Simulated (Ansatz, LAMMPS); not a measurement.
# Relaxing glassy Ga2O3 (175 atoms), part 3 of 3

Wanted: the relaxed structure of glassy Ga2O3 (175 atoms) and its electronic structure.

Ansatz 0.2.0; Kohn-Sham DFT, PBEsol, PAW (set soft_2), plane waves.

The cell: 70 Ga and 105 O. The quench rate of 20 K/ps is orders of magnitude faster than experiment. The network of bonds at the start is that of the classical potential that made the cell. The Brillouin zone is sampled at Γ only, in a cell whose shortest periodic width is 13 Å.

So far, density (g/cm³): step 5 (distances and neighbours after relaxation) 5.02.

**6. Single point at the relaxed geometry**

One more single point at the end of the walk gives the fuller output and checks the residual forces.

File input.yaml:

```yaml
crystal:
  lattice:
    - [12.9467, 0.0, 0.0]
    - [0.0, 12.9467, 0.0]
    - [0.0, 0.0, 12.9467]
  atoms:
    - { symbol: Ga, position: [0.78602, 0.67588, 0.70342] }
    - { symbol: Ga, position: [0.47186, 0.77959, 0.99137] }
    - { symbol: Ga, position: [0.5514, 0.55806, 0.53004] }
    - { symbol: Ga, position: [0.95562, 0.4539, 0.63118] }
    - { symbol: Ga, position: [0.15045, 0.64025, 0.52808] }
    - { symbol: Ga, position: [0.5606, 0.46482, 0.74994] }
    - { symbol: Ga, position: [0.90495, 0.05947, 0.30425] }
    - { symbol: Ga, position: [0.44849, 0.79896, 0.54728] }
    - { symbol: Ga, position: [0.24215, 0.37342, 0.01631] }
    - { symbol: Ga, position: [0.89836, 0.48487, 0.27002] }
    - { symbol: Ga, position: [0.63534, 0.59621, 0.92302] }
    - { symbol: Ga, position: [0.01164, 0.91347, 0.492] }
    - { symbol: Ga, position: [0.5634, 0.26833, 0.38653] }
    - { symbol: Ga, position: [0.71803, 0.349, 0.93002] }
    - { symbol: Ga, position: [0.812, 0.85647, 0.31886] }
    - { symbol: Ga, position: [0.37623, 0.59231, 0.40641] }
    - { symbol: Ga, position: [0.4094, 0.10393, 0.3978] }
    - { symbol: Ga, position: [0.55272, 0.6298, 0.15209] }
    - { symbol: Ga, position: [0.27423, 0.84471, 0.24338] }
    - { symbol: Ga, position: [0.97223, 0.54992, 0.86813] }
    - { symbol: Ga, position: [0.69834, 0.78389, 0.10973] }
    - { symbol: Ga, position: [0.26362, 0.91154, 0.43858] }
    - { symbol: Ga, position: [0.67155, 0.05042, 0.33314] }
    - { symbol: Ga, position: [0.74255, 0.26533, 0.7239] }
    - { symbol: Ga, position: [0.15304, 0.5196, 0.72496] }
    - { symbol: Ga, position: [0.169, 0.49075, 0.32286] }
    - { symbol: Ga, position: [0.08514, 0.80726, 0.08654] }
    - { symbol: Ga, position: [0.32846, 0.30325, 0.77155] }
    - { symbol: Ga, position: [0.82921, 0.91566, 0.7059] }
    - { symbol: Ga, position: [0.71811, 0.10305, 0.57218] }
    - { symbol: Ga, position: [0.86828, 0.9477, 0.07359] }
    - { symbol: Ga, position: [0.22312, 0.2452, 0.23426] }
    [... 137 atom lines left out ...]
    - { symbol: O, position: [0.92187, 0.19381, 0.38887] }
    - { symbol: O, position: [0.97811, 0.87307, 0.00408] }
    - { symbol: O, position: [0.25206, 0.9877, 0.31502] }
    - { symbol: O, position: [0.23479, 0.57495, 0.42607] }
    - { symbol: O, position: [0.15035, 0.94393, 0.53367] }
    - { symbol: O, position: [0.63725, 0.49359, 0.62649] }
kpoints:
  mp_grid: { grid: [1, 1, 1] }
hamiltonian:
  xc: pbesol
scf:
  occupations: { method: fermi_dirac, width: 0.025 }
output:
  forces: true
  stress: true
  populations: intrinsic
  dos:
    method: { smearing: { sigma: 0.1 } }
    de: 0.1
    projected: { site_lists: { Ga: [Ga], O: [O] } }
  eigenvalues: true
  write_density: true
  write_potential: true
  volumetric_format: npy
```

On the command line:

```console
> ansatz run input.yaml --threads 4 --pin off --max-ram 8192MiB --backend cpu --events-out ev --progress --plain --runs-dir out
```

Numbers of over 12 decimals in the logs are rounded to 6 here.

The program printed:

```text
[...]
Crystal: 175 atoms, lattice volume = 2170.088 Å³
Basis set: ecut = 420 eV, 42499 PW (Γ), exchange–correlation on 180×180×180 points (8 copies of the dense FFT grid, shifted against one another)
Bands: 945, of which v1, the nominal top of the filled ones, is band 770 counted from 1 (769 counted from 0)
Symmetry: 1 space group operations
[...]
k-points: 1
[...]
SCF iter   1: F=—  HF=-320953.621599 eV  |F-HF|=—  |Δ(HF+E_count)|=         —  Δρ=1.52e-2  dr2=3.96e0  ethr=1.77e-3  ⟨swp⟩=6.0  Hψ=3113  notcnv=0  defer=165
[...]
SCF iter  10: F=-320952.478509 eV  HF=-320952.478509 eV  |F-HF|=9.72e-9  |Δ(HF+E_count)|=   9.37e-9  Δρ=1.21e-6  dr2=3.60e-8  ethr=6.49e-12  ⟨swp⟩=17.0  Hψ=8179  notcnv=0
SCF 1 converged in 10 iterations: F = -320952.478509 eV  dr2 = 3.60e-8
[...]
WARN: The output density's exchange-correlation potential varies sharply where the density is thin. Do not read a vacuum level from v_tot or v_xc, or from such a field of the output density. On a cell that repeats whose density bears no net charge and no dipole along the vacuum's axis use v_es (v_loc + v_h of the components); [...]
SCF converged after 10 iterations
Free energy (F): -320952.478509 eV
[...]
Internal energy: -320952.478509 eV  (E = F + TS)
E sigma→0 (E₀):  -320952.478509 eV
Fermi energy:    6.947765 eV
[...]
--- Forces (eV/Å), atoms counted from 1 ---
  atom   1  Ga     0.00141789    -0.00184439    -0.00281106
  atom   2  Ga    -0.03318180     0.01815974    -0.00687009
  atom   3  Ga     0.00021556     0.00291449     0.00852358
  atom   4  Ga     0.00807813    -0.00249310    -0.01524079
  atom   5  Ga    -0.00351068    -0.00526672     0.00437245
  atom   6  Ga     0.00227763    -0.00564297    -0.01567399
  atom   7  Ga     0.00204282     0.00236588     0.01119416
  atom   8  Ga     0.00238880     0.00768287    -0.01463218
  atom   9  Ga    -0.00797956    -0.00092526     0.00043527
  atom  10  Ga     0.00665059     0.00506305     0.00192729
  atom  11  Ga     0.00847025    -0.01001094    -0.00739757
  atom  12  Ga    -0.00677811     0.00786266    -0.01055052
  atom  13  Ga     0.01171866    -0.00691408    -0.00081920
  atom  14  Ga     0.00322668    -0.00346852    -0.00804617
[...]
atom 174  O      0.00252387    -0.01095633     0.00026584
  atom 175  O      0.00337468    -0.00618921    -0.00525623
  max |Σ_I F_I| component: 3.15e-5 eV/Å
--- Stress (GPa, compression-positive) ---
       -4.061135       0.463644       0.527659
        0.463644      -4.602736      -0.496160
        0.527659      -0.496160      -6.721784
  P = ⅓ Tr σ = -5.1286 GPa (-51.286 kbar)
--- Band table (eV) ---
[...]
--- intrinsic populations: 175 sites ---
  site symbol       q [e]
     0     Ga     11.9990
     1     Ga     11.9718
     2     Ga     11.9931
[...]
174      O      6.6556
  spilling = -0.000000 (of n_electrons = 1540.000000)
```

The job ended after 42 s (4 threads of AMD EPYC 9R45, shared host; peak memory 4.5 GiB).

The program notes that the exchange-correlation potential is rough where the density is thin.

Numbers from this run:

```
free energy                                      : -320952.4785 eV
free energy per atom                             : -1834.0142 eV/atom
SCF cycles                                       : 10
pressure                                         : -5.129 GPa
r.m.s. force component                           : 0.00787 eV/Å
longest force                                    : 0.04852 eV/Å
Fermi energy                                     : 6.948 eV
gap (highest filled to lowest empty level) : 1.163 eV
```

Intrinsic-atomic-orbital charges by element and coordination:

```
element  coordination  atoms  mean charge (e)  spread   least    most
     Ga           all     70             1.00  0.0211   0.957    1.05
     Ga             4     23             1.02  0.0159   0.991    1.05
     Ga             5     41            0.995  0.0119   0.963    1.01
     Ga             6      6            0.971   0.009   0.957   0.985
      O           all    105           -0.668  0.0161  -0.716  -0.626
      O             2      3           -0.708  0.0056  -0.716  -0.703
      O             3     81           -0.671  0.0121  -0.709  -0.646
      O             4     21           -0.653  0.0152  -0.686  -0.626
```

States in the cell by windows of 1 eV, zero at the Fermi level; the larger projections on atomic orbitals stand beside the total:

```
from (eV)  to (eV)  total    O p  Ga p  Ga s   O s   Ga d
      -18      -17   38.2    0.2   4.5   0.8  27.8    4.8
      -17      -16    0.1    0.0   0.0   0.0   0.1    0.0
      -16      -15    0.0    0.0   0.0   0.0   0.0    0.0
      -15      -14  316.1    6.2   0.8   0.4   1.2  307.4
      -14      -13  362.8    4.3   2.9   1.0  10.0  344.6
      -13      -12   21.1    0.3   0.4   0.2   2.9   17.3
      -12       -9    0.0    0.0   0.0   0.0   0.0    0.0
       -9       -8    3.1    1.9   0.1   1.0   0.1    0.1
       -8       -7   58.3   34.9   2.8  17.4   1.7    1.2
       -7       -6   49.0   30.8   3.9  11.0   2.2    1.0
       -6       -5   72.4   50.8  11.7   5.6   2.7    1.3
       -5       -4   91.2   69.6  13.9   3.2   2.4    1.6
       -4       -3  104.0   86.9  11.5   1.4   1.7    1.8
       -3       -2  131.0  118.6   6.6   0.8   1.5    2.2
       -2       -1  113.4  108.0   1.8   0.3   0.6    1.6
       -1        0    7.6    7.3   0.1   0.0   0.0    0.1
        0        1    2.0    0.1   0.1   1.2   0.6    0.0
        1        2    0.0    0.0   0.0   0.0   0.0    0.0
        2        3   12.5    3.2   2.3   4.3   2.4    0.0
        3        4   29.6    8.0   6.0  10.7   4.2    0.1
        4        5   47.3   11.8  10.7  18.7   4.3    0.1
```

Between -20 and -18 eV lie 172 more states.

The levels nearest the highest filled one (over half full), pooled over k-points and spins:

```
level less the highest filled one (eV)  occupation
                                -0.458           2
                                -0.401           2
                                -0.362           2
                                -0.309           2
                                -0.288           2
                                     0           2
                                  1.16           0
                                  2.79           0
                                  3.00           0
                                  3.04           0
                                  3.07           0
                                  3.20           0
```

Electrostatic potential energy in the ab plane at fractional z = 0.319, with atoms of Ga and O within 0.2 Å of it. With pseudopotentials it is smooth inside the atoms' cores, unlike the true potential.

Values in eV, 13 rows by 16 columns, each cell a mean:
```
 11   8   7  -4 -12  11  12  12  10   7  -8   6   6   5   6  10
 11  10  11   8   3   2 -14  -1 -10  -5  -2   7 -11 -13   4  12
 -6  -7  -3 -11   5   5  -8  -2 -13  -8   9   9  -4  -6   7   8
-12 -13   5  11  12  11  12  11   5  -7   5  -2   4  10  12   7
  7   7  10  12  11   8   8  11  10  -2  -4 -15  -6   3   9  11
 11   8   0   3   9   6   0  10  12  12   8   1   6 -10  -1   9
 -5  -3 -15 -13   7  10   9  11  12  13  12  12  11   1 -13   1
-19  -4  -1  -3 -11   9   7   0  11  12  12  12  11   7   2   5
-10   3  10   7  -3   5   0 -24   2   7 -13  -4   3   5   7  -3
-13  -5  -1   6   4   2  10  10   2  -1  -1  -2 -14  -8   7  -6
  9   3  -2   9  -6 -23   8  10   1   6  10   8   1   4   8   8
 10  10   9  11  12   8   3   5 -21  -7  -6  -3   8   2 -10  -1
  7   3   2  -1  -5  11   8  10  11   4 -13 -11   7  -1 -13  -5
```
Columns run along a (12.9 Å; values clipped at the 3rd and 97th percentile), rows up along b (12.9 Å). Atoms in or near the plane, at fractional coordinates: Ga at (0.90, 0.06), Ga at (0.81, 0.86), Ga at (0.67, 0.05), Ga at (0.17, 0.49), Ga at (0.54, 0.83), Ga at (0.06, 0.75), O at (0.04, 0.44), O at (0.54, 0.12), O at (0.32, 0.19), O at (0.40, 0.84), O at (0.46, 0.35), O at (0.25, 0.99).

Valence density in the ab plane at fractional z = 0.319, with atoms of Ga and O within 0.2 Å of it. It is the smooth field of the valence electrons, not physical close to the nuclei.

Values in e/Å³, 13 rows by 16 columns, each cell a mean:
```
 0  0  0  2  3  0  0  0  0  0  2  0  0  0  0  0
 0  0  0  0  0  1  3  1  5  2  1  0  6 10  0  0
 2  2  1  2  0  1  2  1 11  2  0  0  1  2  0  0
 6  8  0  0  0  0  0  0  1  1  0  1  0  0  0  0
 0  0  0  0  0  0  0  0  0  1  1  9  1  1  0  0
 0  0  0  0  0  0  1  0  0  0  0  0  0  2  1  0
 2  1 13  5  0  0  0  0  0  0  0  0  0  0  1  0
 4  1  1  1  2  0  0  1  0  0  0  0  0  0  0  0
 4  0  0  0  1  0  1  5  1  0  3  2  0  0  1  1
 7  1  1  0  0  1  0  0  0  0  1  1  3  1  0  1
 0  1  1  0  2  4  0  0  1  0  0  0  0  0  0  0
 0  0  0  0  0  0  0  0  4  2  2  1  0  0  4  1
 1  0  0  1  2  0  0  0  0  0  8  4  0  1  9  1
```
Columns run along a (12.9 Å), rows up along b (12.9 Å). Atoms in or near the plane, at fractional coordinates: Ga at (0.90, 0.06), Ga at (0.81, 0.86), Ga at (0.67, 0.05), Ga at (0.17, 0.49), Ga at (0.54, 0.83), Ga at (0.06, 0.75), O at (0.04, 0.44), O at (0.54, 0.12), O at (0.32, 0.19), O at (0.40, 0.84), O at (0.46, 0.35), O at (0.25, 0.99).

Mean intrinsic-atomic-orbital charges: Ga +1.00, O -0.67 e. The largest share in the top eV of filled states is O p (97 % of the projected weight), and in the lowest eV of empty states Ga s (62 % of the projected weight).

A closer look about O128, which has 4 bonded neighbours where the commonest count for O is 3: 10 atoms, nearest first, numbered in the order of the input, with positions taken from that point.

```
atom      x      y      z  distance (Å)  bonds  intrinsic-atomic-orbital charge (e)
O128   0.00   0.00   0.00          0.00      4                                -0.66
Ga26  -1.23   1.36   0.45          1.89      4                                 1.02
Ga32  -0.53  -1.82  -0.70          2.02      6                                 0.98
Ga43   1.02  -0.91   1.51          2.04      5                                 1.00
Ga68   1.97   0.63  -0.98          2.29      5                                 1.01
O138   2.52  -0.43   0.41          2.59      3                                -0.67
O110   0.74  -2.50   0.53          2.66      3                                -0.69
O159  -1.02   2.46  -1.04          2.86      3                                -0.68
O118   0.56  -1.47  -2.39          2.86      3                                -0.67
O132  -1.81  -2.16   0.84          2.94      3                                -0.67
```

The column of bonds counts only the pairs O-Ga within 2.38 Å; other neighbours, such as metal atoms beside each other in a compound, aren't counted, and periodic images can show an atom twice.

**7. Results**

```json
{"energy change in the relaxation": "-92.3 meV/atom", "r.m.s. displacement": "0.46 Å", "largest displacement": "1.66 Å", "free energy per atom": "-1834.0142 eV/atom", "pressure": "-5.129 GPa", "r.m.s. force component": "0.00787 eV/Å", "gap (highest filled to lowest empty level)": "1.163 eV", "wall time of the 3 DFT runs": "11 min"}
```

Relaxation lowers the energy by 92.3 meV/atom and moves atoms by 0.46 Å r.m.s.; the r.m.s. force component goes from 0.67 to 0.0079 eV/Å, the pressure goes from -13 to -5.1 GPa, and the gap from 0.454 to 1.16 eV. By the final cutoffs 43 of 370 bonded pairs parted and 6 joined. First to last step the energy falls by 16.152 eV; the largest move, 1.66 Å, is that of Ga13. The O-Ga bonds go from 2.043 Å (spread 0.121) to 1.956 Å (spread 0.089), and their number from 370 to 333. Counting bonds as in the table, 59 % of Ga atoms have 5 and 77 % of O atoms have 3 bonded neighbours. 3 % of the oxygens bridge two formers (Ga) and 0 % are non-bridging; 77 % join three; 20 % join four. Between filled and empty levels lie 1.16 eV (at Γ alone); a semilocal functional tends to put such gaps too low. In a disordered cell it changes from sample to sample, and tail or defect levels can set it.

Caveats: The starting topology of bonds comes from the classical model; in DFT 43 of its 370 bonded pairs passed out of the cutoffs and 6 came within them. The pressure of -5.1 GPa says that the cell would shrink at this level of theory.

Against the measurements quoted at the start:

```
   quantity  measured  this cell  difference        method of the measurement
optical gap   4.98 eV    1.16 eV    -3.82 eV  UV-vis transmittance, Tauc plot
```

The network comes from the model that made the cell; in DFT 43 of its 370 bonded pairs passed out of the cutoffs and 6 came within them. An optical gap and a spacing of Kohn–Sham levels are different quantities.

[Logs are printed without paths, hosts, clocks, repeated set-up lines and the standing remarks that a program may print on its own settings, such as how far it seeks lower states.]

[Hosts, paths, dates, database ids (printed as entryN), source tags and the programs' standing remarks are cut or masked in the printed files.]
